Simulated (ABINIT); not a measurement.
# Quasiparticle gap of InGaN2 (P3m1) in ABINIT

Aim: the G0W0 gap of InGaN2 (P3m1) on PBEsol with spin-orbit coupling, step by step.

Calculated with ABINIT 10.8.3; PBEsol and many-body steps on it, plane waves.

## (1) Set-up

The structure is trigonal, space group P3m1 (No. 156). Conventional cell: a = 3.399 Å, b = 3.399 Å, c = 5.552 Å, α = 90.00°, β = 90.00°, γ = 120.00°. Nearest to In lie 4 N at 2.13 to 2.20 Å. Ga has 4 N at 1.94 to 2.05 Å nearest. Nearest to N lie 1 Ga at 1.94 Å and 3 In at 2.13 Å. N has 3 Ga at 2.05 Å and 1 In at 2.20 Å nearest. Farther neighbours and most contacts between anions are not listed.

The cell and positions are those that the Materials Project relaxed with its own functionals (PBE, PBE+U or r2SCAN), kept fixed.

## (2) Ground state

This step: ABINIT 10.8.3; DFT, PBEsol with spin-orbit coupling, plane waves, norm-conserving pseudopotentials.

The ground-state density comes first.

Input file run.abi:

```
acell 3*1.0 Angstrom
rprim 
  3.399288205422 -0.000000000005 0.000000000000
  -1.699644102707 2.943869940683 0.000000000000
  0.000000000000 0.000000000000 5.551613000000
ntypat 3
znucl 49 31 7
natom 4
typat 1 2 3 3
xred 
  0.000000000000 0.000000000000 0.998402000000
  0.666666666667 0.333333333333 0.495356000000
  0.666666666667 0.333333333333 0.145617000000
  0.000000000000 0.000000000000 0.602224000000
pp_dirpath "pseudos"
pseudos "In.upf, Ga.upf, N.upf"
ecut 45
nspinor 2
ngkpt 6 6 4
nshiftk 1
shiftk 0 0 0
kptopt 1
chksymbreak 0
nband 64
occopt 1
tolvrs 1e-10
nstep 60
prtwf 0
optforces 0
optstress 0
indata_prefix "in"
outdata_prefix "out"
tmpdata_prefix "tmp"
```

Run with:

```
$ OMP_NUM_THREADS=1 mpirun -n 8 abinit run.abi > log
```

Numbers of over 12 decimals in the logs are rounded to 6 here.

What it wrote:

```text
.Version 10.8.3 of ABINIT. v10.8.2 released Aug 2026.

 Symmetries : space group P3 m 1 (#156); Bravais hP (primitive hexag.)
================================================================================
 Values of the parameters that define the memory need of the present run
     intxc =       0    ionmov =       0      iscf =       7    lmnmax =      16
     lnmax =      16     mgfft =      64  mpssoang =       5    mqgrid =    3169
     natom =       4  nloc_mem =       1    nspden =       1   nspinor =       2
    nsppol =       1      nsym =       6    n1xccc =    2501    ntypat =       3
    occopt =       1   xclevel =       2
-    mband =          64        mffmem =           1         mkmem =           3
       mpw =        5444          nfft =      102400          nkpt =          24
================================================================================
  Rough estimation (10% accuracy) of disk space for files :
================================================================================

--------------------------------------------------------------------------------
------------- Echo of variables that govern the present computation ------------
--------------------------------------------------------------------------------
 -outvars: echo values of preprocessed input variables --------
            acell      1.8897261259E+00  1.8897261259E+00  1.8897261259E+00 Bohr

      chksymbreak           0
             ecut      4.50000000E+01 Hartree
-          fftalg         312

              ixc     -116133
              kpt      0.00000000E+00  0.00000000E+00  0.00000000E+00
                       1.66666667E-01  0.00000000E+00  0.00000000E+00
                       3.33333333E-01  0.00000000E+00  0.00000000E+00
                       5.00000000E-01  0.00000000E+00  0.00000000E+00
                       1.66666667E-01  1.66666667E-01  0.00000000E+00
                       3.33333333E-01  1.66666667E-01  0.00000000E+00
                       3.33333333E-01  3.33333333E-01  0.00000000E+00
                       0.00000000E+00  0.00000000E+00  2.50000000E-01
                       1.66666667E-01  0.00000000E+00  2.50000000E-01
   [... 13 further rows ...]
                       3.33333333E-01  1.66666667E-01  5.00000000E-01
                       3.33333333E-01  3.33333333E-01  5.00000000E-01
         kptrlatt        6    0    0      0    6    0      0    0    4
          kptrlen      3.85423424E+01
P           mkmem           3
            natom           4
            nband          64
            ngfft          40      40      64
             nkpt          24
          nspinor           2
            nstep          60
             nsym           6
           ntypat           3
              occ      1.000000  1.000000  1.000000  1.000000  1.000000  1.000000
                       1.000000  1.000000  1.000000  1.000000  1.000000  1.000000
                       1.000000  1.000000  1.000000  1.000000  1.000000  1.000000
                       1.000000  1.000000  1.000000  1.000000  1.000000  1.000000
                       1.000000  1.000000  1.000000  1.000000  1.000000  1.000000
                       1.000000  1.000000  1.000000  1.000000  1.000000  1.000000
                       1.000000  1.000000  1.000000  1.000000  1.000000  1.000000
                       1.000000  1.000000  1.000000  1.000000  1.000000  1.000000
                       1.000000  1.000000  1.000000  1.000000  0.000000  0.000000
                       0.000000  0.000000  0.000000  0.000000  0.000000  0.000000
                       0.000000  0.000000  0.000000  0.000000
        optforces           0
        optstress           0
            prtwf           0
            rprim      3.3992882054E+00 -5.0000000000E-12  0.0000000000E+00
[...]
spgroup         156

           tolvrs      1.00000000E-10

             xred      0.0000000000E+00  0.0000000000E+00  9.9840200000E-01
[...]
znucl       49.00000   31.00000    7.00000

================================================================================

 chkinp: Checking input parameters for consistency.

================================================================================
== DATASET  1 ==================================================================
-   mpi_nproc: 8, omp_nthreads: 1 (-1 if OMP is not activated)

--- !DatasetInfo
iteration_state: {dtset: 1, }
dimensions: {natom: 4, nkpt: 24, mband: 64, nsppol: 1, nspinor: 2, nspden: 1, mpw: 5444, }
cutoff_energies: {ecut:  45.0, pawecutdg:  -1.0, }
electrons: {nelect:   5.20000000E+01, charge:   0.00000000E+00, occopt:   1.00000000E+00, tsmear:   1.00000000E-02, }

 Real(R)+Recip(G) space primitive vectors, cartesian coordinates (Bohr,Bohr^-1):
 R(1)=  6.4237237  0.0000000  0.0000000  G(1)=  0.1556729  0.0898778  0.0000000
 R(2)= -3.2118619  5.5631079  0.0000000  G(2)=  0.0000000  0.1797556  0.0000000
 R(3)=  0.0000000  0.0000000 10.4910281  G(3)=  0.0000000  0.0000000  0.0953195
 Unit cell volume ucvol=  3.7490600E+02 bohr^3
 Angles (23,13,12)=  9.00000000E+01  9.00000000E+01  1.20000000E+02 degrees

 getcut: wavevector=  0.0000  0.0000  0.0000  ngfft=  40  40  64
         ecut(hartree)=     45.000   => boxcut(ratio)=   2.02018

--- Pseudopotential description ------------------------------------------------
[...]
spin-orbit 2    0.017936    0.011166   -0.000068
 pspatm: atomic psp has been read  and splines computed

- N Generated using ONCVPSP code by D. R. Hamann
-  7.00000   5.00000  180509                  znucl, zion, pspdat
12 -116133 1 -1 1070                          pspcod,pspxc,lmax,lloc,mmax
     nproj     2     2     0     0
     spin-orbit psp
        nprojso     2     0     0
  pspatm : epsatm=    5.26659540
         --- l  ekb(1:nproj) -->
[...]
spin-orbit 1    0.005217    0.001391
 pspatm: atomic psp has been read  and splines computed

   3.44100604E+03                                ecore*ucvol(ha*bohr**3)
--------------------------------------------------------------------------------

_setup2: Arith. and geom. avg. npw (full set) are    5403.090    5403.080

================================================================================

--- !BeginCycle
iteration_state: {dtset: 1, }
solver: {iscf: 7, nstep: 60, nline: 4, wfoptalg: 0, }
tolerances: {tolvrs: 1.00E-10, }

     iter   Etot(hartree)      deltaE(h)  residm     vres2
 ETOT  1  -465.73770872844    -4.657E+02 4.899E-01 2.728E+03
 ETOT  2  -467.04927144423    -1.312E+00 6.950E-02 4.182E+03
 ETOT  3  -467.85650589483    -8.072E-01 5.794E-02 2.590E+02
 ETOT  4  -467.86424754903    -7.742E-03 1.376E-02 1.925E+02
 ETOT  5  -467.87479816890    -1.055E-02 2.534E-03 6.623E+01
 ETOT  6  -467.87943854365    -4.640E-03 6.065E-03 1.450E+01
 ETOT  7  -467.88025939518    -8.209E-04 2.189E-03 7.617E+00
 ETOT  8  -467.88054726636    -2.879E-04 2.379E-03 4.071E+00
 ETOT  9  -467.88088903625    -3.418E-04 3.238E-04 1.209E-01
 ETOT 10  -467.88089507256    -6.036E-06 4.610E-04 2.050E-02
 ETOT 11  -467.88089686689    -1.794E-06 1.099E-04 1.917E-04
 ETOT 12  -467.88089688221    -1.532E-08 1.867E-04 2.261E-06
 ETOT 13  -467.88089688236    -1.485E-10 6.489E-05 1.606E-07
 ETOT 14  -467.88089688238    -1.751E-11 7.526E-05 8.385E-09
 ETOT 15  -467.88089688236     1.614E-11 6.027E-05 1.782E-09
 ETOT 16  -467.88089688238    -2.041E-11 3.790E-05 1.495E-10
 ETOT 17  -467.88089688237     9.550E-12 5.307E-05 4.473E-11

 At SCF step   17       vres2   =  4.47E-11 < tolvrs=  1.00E-10 =>converged.

--- !ResultsGS
iteration_state: {dtset: 1, }
comment   : Summary of ground state results
lattice_vectors:
- [  6.4237237,  -0.0000000,   0.0000000, ]
- [ -3.2118619,   5.5631079,   0.0000000, ]
- [  0.0000000,   0.0000000,  10.4910281, ]
lattice_lengths: [   6.42372,    6.42372,   10.49103, ]
lattice_angles: [ 90.000,  90.000, 120.000, ] # degrees, (23, 13, 12)
lattice_volume:   3.7490600E+02
convergence: {deltae:  9.550E-12, res2:  4.473E-11, residm:  5.307E-05, diffor:  0.000E+00, }
etotal    :  -4.67880897E+02
entropy   :   0.00000000E+00
fermie    :   2.32338028E-01
cartesian_stress_tensor: null
pressure_GPa: null
xred      :
- [  0.0000E+00,   0.0000E+00,   9.9840E-01, In]
- [  6.6667E-01,   3.3333E-01,   4.9536E-01, Ga]
- [  6.6667E-01,   3.3333E-01,   1.4562E-01,  N]
- [  0.0000E+00,   0.0000E+00,   6.0222E-01,  N]
cartesian_forces: null
force_length_stats: {min: null, max: null, mean: null, }

 Integrated electronic density in atomic spheres:
 ------------------------------------------------
 Atom  Sphere_radius  Integrated_density
[...]
4        2.00000          5.01272083
================================================================================

 ----iterations are completed or convergence reached----

 Mean square residual over all n,k,spin=   66.478E-09; max=  53.074E-06
 reduced coordinates (array xred) for    4 atoms
       0.000000000000      0.000000000000      0.998402000000
       0.666666666667      0.333333333333      0.495356000000
       0.666666666667      0.333333333333      0.145617000000
       0.000000000000      0.000000000000      0.602224000000
 rms dE/dt=  0.0000E+00; max dE/dt=  0.0000E+00; dE/dt below (all hartree)
    1       0.000000000000      0.000000000000      0.000000000000
    2       0.000000000000      0.000000000000      0.000000000000
    3       0.000000000000      0.000000000000      0.000000000000
    4       0.000000000000      0.000000000000      0.000000000000

 cartesian coordinates (angstrom) at end:
    1      0.000000     0.000000     5.542742
    2      1.699644     0.981290     2.750025
    3      1.699644     0.981290     0.808409
    4      0.000000     0.000000     3.343315
 length scales=  1.889726125908  1.889726125908  1.889726125908 bohr
              =  1.000000000000  1.000000000000  1.000000000000 angstroms
 prteigrs : about to open file out_EIG
 Fermi (or HOMO) energy (hartree) =   0.23234   Average Vxc (hartree)=  -0.42121
 Eigenvalues (hartree) for nkpt=  24  k points:
 kpt#   1, nband= 64, wtk=  0.00694, kpt=  0.0000  0.0000  0.0000 (reduced coord)
  -4.99560   -4.99560   -3.94536   -3.94536   -3.27912   -3.27912   -3.14584   -3.14584
  -3.14570   -3.14570   -2.59231   -2.59231   -2.34752   -2.34752   -2.34722   -2.34722
  -0.32159   -0.32159   -0.31392   -0.31392   -0.28073   -0.28073   -0.27837   -0.27837
  -0.27328   -0.27328   -0.26577   -0.26577   -0.26342   -0.26342   -0.26066   -0.26066
  -0.25035   -0.25035   -0.24193   -0.24193   -0.23403   -0.23403   -0.19416   -0.19416
  -0.00407   -0.00407    0.18921    0.18921    0.19038    0.19038    0.22124    0.22124
   0.23213    0.23213    0.23234    0.23234    0.23969    0.23969    0.34654    0.34654
   0.50057    0.50057    0.55264    0.55264    0.56160    0.56160    0.60470    0.60470
 prteigrs : prtvol=0 or 1, do not print more k-points.

--- !EnergyTerms
iteration_state     : {dtset: 1, }
comment             : Components of total free energy in Hartree
kinetic             :  2.02006903938351E+02
hartree             :  1.66892566637214E+02
xc                  : -5.93172540579539E+01
Ewald energy        : -2.53251460232176E+02
psp_core            :  9.17831676056747E+00
local_psp           : -4.55247388428160E+02
non_local_psp       : -7.81425815002175E+01
total_energy        : -4.67880896882375E+02
total_energy_eV     : -1.27316878021823E+04
band_energy         : -5.63198803017100E+01

== END DATASET(S) ==============================================================
================================================================================

 -outvars: echo values of variables after computation  --------
           etotal     -4.6788089688E+02
            nband          64
             nkpt          24
          spgroup         156
 [... the other variables as echoed above ...]

 Calculation completed.
```

It took 2.7 min on 8 MPI ranks of Arm Neoverse V2, shared host; peak memory 0.96 GiB.

This step gave:

```yaml
total_energy: -12731.6878 eV
gap: 0.2000 eV
k_of_the_valence_top: 0, 0, 0
k_of_the_conduction_bottom: 0, 0, 0
least_direct_gap: 0.2000 eV
```

The gap is direct, at Γ.

(Continued in part 2 of 3.)

[Paths, hosts, dates, memory and timing lines, banners, echoed tables and standing remarks are left out of the program output.]

[Logs are printed without paths, hosts, clocks, repeated set-up lines and the standing remarks that a program may print on its own settings, such as how far it seeks lower states.]

[Runs of the session that timed out or met a known fault of the program may be left out.]

[Hosts, paths, dates, database ids (printed as entryN), source tags and the programs' standing remarks are cut or masked in the printed files.]

[G0W0 gaps are taken among the corrected bands and points alone; a level outside them can change the order at an edge.]

[Where Ansatz stands beside ABINIT at settings called matched, ABINIT's density can come from a denser mesh and the files from another edition; pairs whose starting gaps differed by over 0.03 eV were left out, so agreement reads better than it is.]
